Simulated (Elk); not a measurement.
# Does Al4V carry moments in Elk?, part 2 of 2

Aim: find out whether Al4V carries moments when they start parallel, and what they gain.

Elk 11.2.3 (patched build); PBE; all-electron APW+lo, Dirac cores, scalar-relativistic bands.

So far. Step 2 (Run 1 (ferro +)): After 22 cycles the largest moment stands at 0.640 μB.

## Step 3: Run 2 (no spin polarisation)

This run holds no moments, which gives a state to set the others against.

The input, elk.in:

```
tasks
  0

xctype
  20

rgkmax
  7.0

nempty
  14

swidth
  0.003

epsengy
  1e-05

maxscl
  100

lmaxi
  2

sppath
  './'

avec
  -5.32402178694 5.32402178694 5.32402178694
  5.32402178694 -5.32402178694 5.32402178694
  5.32402178694 5.32402178694 -5.32402178694

atoms
  2
  'V.in'
  1
  0.0000000000 0.0000000000 0.0000000000   0.000000 0.000000 0.000000
  'Al.in'
  4
  0.0000000000 0.0000000000 0.5000000000   0.000000 0.000000 0.000000
  0.0000000000 0.5000000000 0.0000000000   0.000000 0.000000 0.000000
  0.5000000000 0.0000000000 0.0000000000   0.000000 0.000000 0.000000
  0.5000000000 0.5000000000 0.5000000000   0.000000 0.000000 0.000000

ngridk
  6 6 6
```

Launch:

```console
$ OMP_NUM_THREADS=2 elk
```

Numbers of over 12 decimals in the logs are rounded to 6 here.

The program printed:

```text
Warning(gndstate): core states of species 2 leak from the muffin-tin :   0.5268393241E-03

--- INFO.OUT ---
┌─────────────────────────┐
│ Elk code version 11.2.3 │
└─────────────────────────┘

All units are atomic (Hartree, Bohr, etc.)

┌─────────────────────────────────────────────────┐
│ Ground-state run starting from atomic densities │
└─────────────────────────────────────────────────┘

Lattice vectors :
  -5.324021787       5.324021787       5.324021787
   5.324021787      -5.324021787       5.324021787
   5.324021787       5.324021787      -5.324021787

Species : 1 (V)
 parameters loaded from : V.in
 name : vanadium
 nuclear charge    :   -23.00000000
 electronic charge :    23.00000000
 atomic mass :    92860.67382
 muffin-tin radius :    2.379515540
 number of radial points in muffin-tin :    993
 inner part over the whole radius :   0.9945399312E-02
 number on inner part of muffin-tin    :    699
 approximate nuclear radius :   0.6897515165E-04
 number of mesh points to nuclear radius :    327
 atomic positions (lattice), magnetic fields (Cartesian) :
  1 :   0.00000000  0.00000000  0.00000000    0.00000000  0.00000000  0.00000000

Species : 2 (Al)
 parameters loaded from : Al.in
 name : aluminium
 nuclear charge    :   -13.00000000
 electronic charge :    13.00000000
 atomic mass :    49184.33496
 muffin-tin radius :    2.181222578
 number of radial points in muffin-tin :    793
 inner part over the whole radius :   0.9846845491E-02
 number on inner part of muffin-tin    :    552
 approximate nuclear radius :   0.5839653600E-04
 number of mesh points to nuclear radius :    244
 atomic positions (lattice), magnetic fields (Cartesian) :
  1 :   0.00000000  0.00000000  0.50000000    0.00000000  0.00000000  0.00000000
  2 :   0.00000000  0.50000000  0.00000000    0.00000000  0.00000000  0.00000000
  3 :   0.50000000  0.00000000  0.00000000    0.00000000  0.00000000  0.00000000
  4 :   0.50000000  0.50000000  0.50000000    0.00000000  0.00000000  0.00000000

Total number of atoms per unit cell :    5
Total muffin-tin volume :    230.3153114
 ratio of muffin-tin to unit cell volume :   0.3815428746

Spin treatment :
 spin-unpolarised

Number of Bravais lattice symmetries :   48
Number of crystal symmetries         :   48
Crystal has inversion symmetry
Real symmetric eigensolver will be used

k-point grid :      6     6     6
k-point offset :    0.000000000       0.000000000       0.000000000
k-point set is reduced with full crystal symmetry group
Total number of k-points :       16

Muffin-tin radius times maximum |G+k| :    7.000000000
 using average radius
Maximum |G+k| for APW functions       :    3.151902089
Maximum (1/2)|G+k|²                   :    4.967243389
Maximum |G| for potential and density :    12.00000000
Constant for pseudocharge density :    7
 order of it for each species :   14  14
 order of it for pair densities of each species (exact exchange by exxq0 0: 14) :   11   9
Radial integration step length :    1

G-vector grid sizes :     36    36    36
Number of G-vectors :    17549

Maximum angular momentum used for
 APW functions            :    8
 outer part of muffin-tin :    6
 inner part of muffin-tin :    2

Number of empty states         :     70
Total number of valence states :     95
Total number of core states    :     26

Third-order local-orbitals added for an l without core states : T
Total number of local-orbitals :     58

Exchange-correlation functional :     20     0     0
 Perdew-Burke-Ernzerhof, Phys. Rev. Lett. 77, 3865 (1996)
 gradient requirement :    1
 generalised gradient approximation (GGA)

Smearing type :    3
 Fermi-Dirac
Smearing width :   0.3000000000E-02
Effective electronic temperature (K) :    947.3250744

Mixing type :    3
 Broyden mixing, J. Phys. A: Math. Gen. 17, L317 (1984)

Kohn-Sham potential initialised from atomic data

┌──────────────────────────────┐
│ Self-consistent loop started │
└──────────────────────────────┘

┌─────────────────┐
│ Loop number : 1 │
└─────────────────┘

Energies :
 Fermi                       :     0.88705849534619E-01
 sum of occupied eigenvalues :     -1080.0765947183
 electron kinetic            :      1939.5023402405
 core electron kinetic       :      1599.6541357459
 Coulomb                     :     -3738.7690499177
 Coulomb potential           :     -2835.1716386045
 nuclear-nuclear             :     -315.56482987331
 electron-nuclear            :     -4019.7731383151
 Hartree                     :      596.56891827069
 Madelung                    :     -2321.1832306155
 xc potential                :     -184.40729635429
 exchange                    :     -118.05385600156
 correlation                 :     -3.059924
 electron entropic           :    -0.46765600169926E-02
 total energy                :     -1920.3851657408

Density of states at Fermi energy :    164.0656589
 (states/Hartree/unit cell)

Estimated indirect band gap :   0.1969054839E-02
 from k-point 6 to k-point 5
Estimated direct band gap   :   0.5527643827E-02
 at k-point 5

Charges :
 core                        :    26.00000000
 valence                     :    49.00000000
 interstitial                :    6.788308120
 muffin-tins (core leakage)
  species : 1 (V)
   atom 1                    :    23.95177690     ( -0.2216585209E-06)
  species : 2 (Al)
   atom 1                    :    11.06497874     (  0.5419637525E-03)
   atom 2                    :    11.06497874     (  0.5419637525E-03)
   atom 3                    :    11.06497874     (  0.5419637525E-03)
   atom 4                    :    11.06497874     (  0.5419637525E-03)
 total in muffin-tins        :    68.21169188
 total calculated charge     :    74.99768609
 total charge                :    75.00000000
 error                       :   0.2313907354E-02

[... earlier loops left out ...]

┌──────────────────┐
│ Loop number : 21 │
└──────────────────┘

Energies :
 Fermi                       :     0.195581
 sum of occupied eigenvalues :     -1074.4098132388
 electron kinetic            :      1933.0703262206
 core electron kinetic       :      1599.4123413363
 Coulomb                     :     -3733.5872110367
 Coulomb potential           :     -2852.2695957679
 nuclear-nuclear             :     -315.56482987331
 electron-nuclear            :     -3991.9809401736
 Hartree                     :      573.95855901017
 Madelung                    :     -2307.4524131528
 xc potential                :     -155.21054369149
 exchange                    :     -116.99511751228
 correlation                 :     -3.052550
 electron entropic           :    -0.54821804906405E-02
 total energy                :     -1920.5700345460

Density of states at Fermi energy :    190.3456312
 (states/Hartree/unit cell)

Estimated indirect band gap :   0.2189679279E-02
 from k-point 11 to k-point 9
Estimated direct band gap   :   0.2578994703E-02
 at k-point 9

Charges :
 core                        :    26.00000000
 valence                     :    49.00000000
 interstitial                :    8.009028746
 muffin-tins (core leakage)
  species : 1 (V)
   atom 1                    :    21.93604708     ( -0.2216609030E-06)
  species : 2 (Al)
   atom 1                    :    11.26373104     (  0.5268393241E-03)
   atom 2                    :    11.26373104     (  0.5268393241E-03)
   atom 3                    :    11.26373104     (  0.5268393241E-03)
   atom 4                    :    11.26373104     (  0.5268393241E-03)
 total in muffin-tins        :    66.99097125
 total calculated charge     :    74.99783605
 total charge                :    75.00000000
 error                       :   0.2163948426E-02

┌──────────────────────────────┐
│ Self-consistent loop stopped │
└──────────────────────────────┘

Warning : core states of species 2 leak from the muffin-tin :   0.5268393241E-03

Wrote STATE.OUT
```

Elapsed: 22 s, on 2 threads of Arm Neoverse V1, shared host; peak memory 0.11 GiB.

This step gave:

```yaml
density_of_states_at_the_fermi_level: 6.995 states/eV/cell
final_state: non-magnetic (no spin polarisation)
```

It lies 16.3 meV a seeded atom over the first start.

## Step 4: Ranking

These are free energies at a smearing of 0.0816 eV, so its entropy term is in the differences. They are divided by the number of seeded atoms, so that cells of unlike size compare.

Orders:

```csv
start,final state,typed order kept,energy over the lowest (meV a seeded atom),largest sphere moment (μB),net moment (μB a primitive cell),DOS at the Fermi level (states/eV a primitive cell),mesh matched,CPU time (s)
ferro +,ferromagnetic,yes,0,0.6401,0.9004,4.801,yes,369.7
no spin polarisation,non-magnetic,-,16.3,0,0,6.995,yes,39.9
```

## Step 5: Summary of results

```
lower run                          : with moments
largest site moment                : 0.640 μB
energy gained by spin polarisation : 16.3 meV a seeded atom
```

In words: The crystal holds moments, up to 0.640 μB, and gains 16.3 meV a seeded atom by them. Spin polarisation gains little. No antiferromagnetic order was tried, so the session says nothing on how the moments order.

[Logs and program files are shortened in this print: banners, set-up blocks, solver, clock and traceback lines can be left out without a mark of their own.]

[Logs are printed without paths, hosts, clocks, repeated set-up lines and the standing remarks that a program may print on its own settings, such as how far it seeks lower states.]

[Hosts, paths, dates, database ids (printed as entryN), source tags and the programs' standing remarks are cut or masked in the printed files.]

[Where a cell is said to come from a database of computed structures, the database is the Materials Project.]
